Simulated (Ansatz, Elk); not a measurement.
# Bonding as seen by X-rays: YGa3Fe2

Structure refinements treat a crystal as free atoms side by side. For a made-up structure of YGa3Fe2 (cell and positions from a PBEsol relaxation) the runs below show what the calculated density changes in F(hkl).

Calculated with Elk 11.2.3 (patched build); DFT, PBE, all-electron APW+lo, Dirac cores, scalar-relativistic bands, static density, ferromagnetic start.

This account leaves out most program logs.

The structure was built from a prototype and need not be the compound's stable phase.

### 1. The starting structure

The structure is hexagonal, space group P6/mmm (No. 191). The conventional cell has a = 5.198 Å, b = 5.198 Å, c = 3.963 Å, α = 90.00°, β = 90.00°, γ = 120.00°. Y has 6 Fe at 3.00 Å and 12 Ga at 3.27 Å nearest. Nearest to Ga lie 4 Fe at 2.49 Å and 4 Ga at 2.60 Å and 4 Y at 3.27 Å. Nearest to Fe lie 6 Ga at 2.49 Å and 3 Y at 3.00 Å and 3 Fe at 3.00 Å. Farther neighbours are not listed.

### 2. Ground state and structure factors

An all-electron density is needed, since X-rays see the cores too. Task 0 finds the density and task 195 Fourier-transforms it; tshift is off so that phases refer to the origin typed.

elk.in

```
tasks
  0
  195
  196

xctype
  20

spinpol
  .true.

rgkmax
  7.0

gmaxvr
  14.0

lmaxo
  7

lmaxapw
  8

swidth
  0.002

tshift
  .false.

ramdisk
  .false.

hmaxvr
  5.5

maxscl
  120

epspot
  1e-06

reducebf
  0.8

sppath
  './'

avec
  9.82290334351 0.00000000000 -0.00000000000
  -4.91145167175 8.50688383440 -0.00000000000
  -0.00000000000 -0.00000000000 7.48814844004

atoms
  3
  'Y.in'
  1
  -0.0000000000 -0.0000000000 0.0000000000   0.000000 0.000000 0.000000
  'Ga.in'
  3
  -0.0000000000 0.5000000000 0.5000000000   0.000000 0.000000 0.000000
  0.5000000000 0.5000000000 0.5000000000   0.000000 0.000000 0.000000
  0.5000000000 0.0000000000 0.5000000000   0.000000 0.000000 0.000000
  'Fe.in'
  2
  0.6666666667 0.3333333333 -0.0000000000   0.000000 0.000000 -0.085000
  0.3333333333 0.6666666667 0.0000000000   0.000000 0.000000 -0.085000

ngridk
  4 4 5
```

Run with:

```bash
$ OMP_NUM_THREADS=4 elk
```

It took 4.1 min on 4 threads of Arm Neoverse V1, shared host; peak memory 0.58 GiB; 15 min of CPU time.

SFACRHO.OUT:

```text

h k l indices transformed by vhmat matrix:
   1.000000000       0.000000000       0.000000000    
   0.000000000       1.000000000       0.000000000    
   0.000000000       0.000000000       1.000000000    

      h      k      l  multipl.   |H|            Re(F)            Im(F)           |F|

      0      0      0      1   0.0000000       184.00000      0.22748733E-16   184.00000    
      1     -1      0      6  0.73860011      -17.052942      0.43418525E-14   17.052942    
      0      0      1      2  0.83908397      -3.0071767      0.94876086E-14   3.0071767    
      0      1      1     12   1.1178515       36.866930     -0.21709262E-14   36.866930    
     -1      2      0      6   1.2792929       46.370337      0.47464239E-14   46.370337    
     -2      2      0      6   1.4772002       82.456568     -0.86837050E-14   82.456568    
      1      1     -1     12   1.5299190       90.815097     -0.52127877E-14   90.815097    
      0      0     -2      2   1.6781679       133.27100      0.16963559E-13   133.27100    
     -2      2      1     12   1.6988768      -58.261648     -0.19538336E-13   58.261648    
     -1      1     -2     12   1.8335151      -11.957836     -0.10854631E-13   11.957836    
      3     -2      0     12   1.9541522      -11.597905      0.28222041E-13   11.597905    
     -2      1      2     12   2.1101749       37.317786      0.23983679E-13   37.317786    
     -2      3     -1     24   2.1266812       30.421610      -0.0000000       30.421610    
      3      0      0      6   2.2158003       36.339240      0.67724843E-14   36.339240    
      0     -2     -2     12   2.2357030       70.115988      0.17367410E-13   70.115988    
     -3      3     -1     12   2.3693529       74.069252     -0.64067765E-14   74.069252    
      0      0     -3      2   2.5172519      -4.0436483     -0.20946074E-13   4.0436483    
     -4      2      0      6   2.5585858       108.04569      0.34415459E-13   108.04569
```

Elk indexes on the primitive cell of elk.in and gives |H| = 4π sin θ/λ in inverse bohr. Below, one row stands for each form hkl of the conventional cell (m members, Friedel mates merged), F is for one primitive cell and the density is static (no thermal factor). Free-atom factors are Waasmaier and Kirfel's, and R is Σm||F|−|F'||/Σm|F|.

| hkl | m | sin θ/λ (Å⁻¹) | abs F, DFT | neutral atoms | diff. |
| --- | --- | --- | --- | --- | --- |
| 100 | 6 | 0.111 | 17.053 | 16.744 | +0.309 |
| 001 | 2 | 0.126 | 3.007 | 3.611 | -0.604 |
| 101 | 12 | 0.168 | 36.867 | 36.973 | -0.106 |
| 110 | 6 | 0.192 | 46.370 | 46.403 | -0.032 |
| 200 | 6 | 0.222 | 82.457 | 82.846 | -0.389 |
| 111 | 12 | 0.230 | 90.815 | 91.274 | -0.459 |
| 002 | 2 | 0.252 | 133.271 | 134.296 | -1.025 |
| 201 | 12 | 0.256 | 58.262 | 58.908 | -0.647 |
| 102 | 12 | 0.276 | 11.958 | 12.384 | -0.426 |
| 210 | 12 | 0.294 | 11.598 | 11.912 | -0.314 |
| 112 | 12 | 0.317 | 37.318 | 37.320 | -0.002 |
| 211 | 24 | 0.320 | 30.422 | 30.444 | -0.023 |
| 300 | 6 | 0.333 | 36.339 | 36.301 | +0.038 |
| 202 | 12 | 0.336 | 70.116 | 70.393 | -0.277 |

### 3. The magnetisation density

The same run holds the spin density, and task 196 transforms it. The order is that of the start, and no other was tried.

SFACMAG_1.OUT:

```text

h k l indices transformed by vhmat matrix:
   1.000000000       0.000000000       0.000000000    
   0.000000000       1.000000000       0.000000000    
   0.000000000       0.000000000       1.000000000    

      h      k      l  multipl.   |H|            Re(F)            Im(F)           |F|

      0      0      0      1   0.0000000       2.9621753      0.44707194E-19   2.9621753    
      1     -1      0      6  0.73860011      -1.1710114      0.13568289E-15   1.1710114    
      0      0      1      2  0.83908397       2.6336080     -0.88070331E-17   2.6336080    
      0      1      1     12   1.1178515      -1.3115002      -0.0000000       1.3115002    
     -1      2      0      6   1.2792929       2.2424961      0.24007822E-16   2.2424961    
     -2      2      0      6   1.4772002     -0.96003087     -0.94978023E-15  0.96003087    
      1      1     -1     12   1.5299190       1.9065733     -0.93889740E-15   1.9065733    
      0      0     -2      2   1.6781679       1.9701812     -0.14656246E-17   1.9701812    
     -2      2      1     12   1.6988768     -0.88891806     -0.81409734E-15  0.88891806    
     -1      1     -2     12   1.8335151     -0.83904426     -0.27136578E-15  0.83904426    
      3     -2      0     12   1.9541522     -0.63966735      0.40704867E-15  0.63966735    
     -2      1      2     12   2.1101749       1.3293248      0.61619829E-15   1.3293248    
     -2      3     -1     24   2.1266812     -0.58275275      0.67841445E-16  0.58275275    
      3      0      0      6   2.2158003       1.1014135     -0.99589122E-15   1.1014135    
      0     -2     -2     12   2.2357030     -0.63001242     -0.54273156E-15  0.63001242    
     -3      3     -1     12   2.3693529      0.99684685     -0.90101919E-17  0.99684685
```

The total moment is 2.96 μB a cell; sphere moments: Y1 +0.02, Ga2 -0.05, Ga3 -0.05, Ga4 -0.05, Fe5 +1.51, Fe6 +1.51 μB. Polarised neutrons measure spin and orbital magnetisation together; without spin-orbit coupling the run gives the spin part:

| hkl | sin θ/λ (Å⁻¹) | abs F_M (μB) |
| --- | --- | --- |
| 100 | 0.111 | 1.171 |
| 001 | 0.126 | 2.634 |
| 101 | 0.168 | 1.312 |
| 110 | 0.192 | 2.243 |
| 200 | 0.222 | 0.960 |
| 111 | 0.230 | 1.907 |
| 002 | 0.252 | 1.970 |
| 201 | 0.256 | 0.889 |
| 102 | 0.276 | 0.839 |
| 210 | 0.294 | 0.640 |
| 112 | 0.317 | 1.329 |
| 211 | 0.320 | 0.583 |
| 300 | 0.333 | 1.101 |
| 202 | 0.336 | 0.630 |

### 4. The highest occupied states alone

An energy window below the Fermi level keeps the highest occupied states, to see at which angles they scatter; shallow core shells can lie inside it and anion s states outside. No new self-consistency is needed.

elk.in: that of step 2 with these lines changed.

```diff
@@ -1,5 +1,3 @@
 tasks
-  0
   195
-  196
 
@@ -44,2 +42,5 @@
 
+wsfac
+  -0.129950 0.611040
+
 sppath
```

Run with:

```bash
$ OMP_NUM_THREADS=4 elk
```

The job ended after 15 s (4 threads; peak memory 0.24 GiB; 19 s of CPU time).

States within 12 eV below the Fermi level hold 28.00 electrons; any levels below the window count with the cores. Their amplitudes can exceed the total, where window and core parts have opposite phase:

| hkl | sin θ/λ (Å⁻¹) | abs F, window | abs F, all |
| --- | --- | --- | --- |
| 100 | 0.111 | 6.852 | 17.053 |
| 001 | 0.126 | 8.621 | 3.007 |
| 101 | 0.168 | 3.855 | 36.867 |
| 110 | 0.192 | 7.825 | 46.370 |
| 200 | 0.222 | 3.038 | 82.457 |
| 111 | 0.230 | 6.908 | 90.815 |
| 002 | 0.252 | 5.935 | 133.271 |
| 201 | 0.256 | 2.945 | 58.262 |
| 102 | 0.276 | 2.485 | 11.958 |
| 210 | 0.294 | 2.373 | 11.598 |

### 5. Another functional

The difference from free atoms is small, so it is set against the change that PBEsol makes.

elk.in: that of step 4 with these lines changed.

```diff
@@ -1,6 +1,8 @@
 tasks
+  0
   195
+  196
 
 xctype
-  20
+  22
 
@@ -42,5 +44,2 @@
 
-wsfac
-  -0.129950 0.611040
-
 sppath
```

Run with:

```bash
$ OMP_NUM_THREADS=4 elk
```

Elapsed: 3.9 min, on 4 threads; peak memory 0.58 GiB.

Against the first run R = 0.03 %; the largest change is -0.042 at 220. The moment goes from 2.96 to 2.87 μB.

### 6. Basis size

A smaller basis shows how fast F responds to it; the change is likely larger than the basis error of the first run, but doesn't show convergence.

elk.in: that of step 5 with these lines changed.

```diff
@@ -6,3 +6,3 @@
 xctype
-  22
+  20
 
@@ -12,3 +12,3 @@
 rgkmax
-  7.0
+  5.5
```

Run with:

```bash
$ OMP_NUM_THREADS=4 elk
```

Run time: 4.4 min. Hardware: 4 threads; peak memory 0.57 GiB; 16 min of CPU time.

Against the first run R = 0.04 %; the largest change is +0.133 at 220. The moment goes from 2.96 to 3.13 μB.

### 7. Settings against the effect

| run | R against the first run (%) | R against neutral atoms, low angle (%) | wall time |
| --- | --- | --- | --- |
| PBE, rgkmax 7 | 0.00 | 0.85 | 4.1 min |
| PBEsol | 0.03 | 0.87 | 3.9 min |
| rgkmax 5.5 | 0.04 | 0.85 | 4.4 min |

### 8. Results

| Property | Result |
| --- | --- |
| R against neutral atoms, sin θ/λ < 0.3 Å⁻¹ | 0.85 % |
| R against neutral atoms, 0.3 to 0.82 Å⁻¹ | 0.22 % |

In words: Independent neutral atoms miss the calculated amplitudes by R = 0.85 % below 0.3 Å⁻¹ and 0.22 % from there to 0.82 Å⁻¹; by shells, 2.83 % below 0.15 Å⁻¹ (2 forms), 0.79 % 0.15 to 0.3 (8 forms), 0.21 % 0.3 to 0.45 (16 forms), 0.22 % above 0.45 (91 forms). Bonding, aspherical density and the tables' own atoms all enter these figures, and the runs don't part them. The largest change of an amplitude is -1.03 electrons, at 002. Weak lines can change much in proportion: 001 goes from 3.61 to 3.01. The relaxation gave a moment of 3.44 μB against 2.96 μB here, so the moment isn't settled. The magnetic order is that of the start. No other order was tried here, and an antiferromagnetic one would change or move the magnetic intensity. The window's part falls from 28.0 electrons at the origin to at most 2.37 between 0.45 and 0.82 Å⁻¹, where compact states inside the window still scatter. Below 0.3 Å⁻¹ the changes that finished (PBEsol and rgkmax 5.5) move F by R = 0.05 % at most, against the 0.85 % that separates it from free atoms. The magnetic factors move by R = 2.8 % (PBEsol) and 6.5 % (rgkmax 5.5), so they aren't settled to better than that. The k-mesh has no finished test. Part of the difference isn't bonding: the tables are fits to free atoms and ions calculated by other methods than this functional. Thermal motion, anomalous dispersion and extinction are left out.

[Logs are printed without paths, hosts, clocks, repeated set-up lines and the standing remarks that a program may print on its own settings, such as how far it seeks lower states.]

[Hosts, paths, dates, database ids (printed as entryN), source tags and the programs' standing remarks are cut or masked in the printed files.]
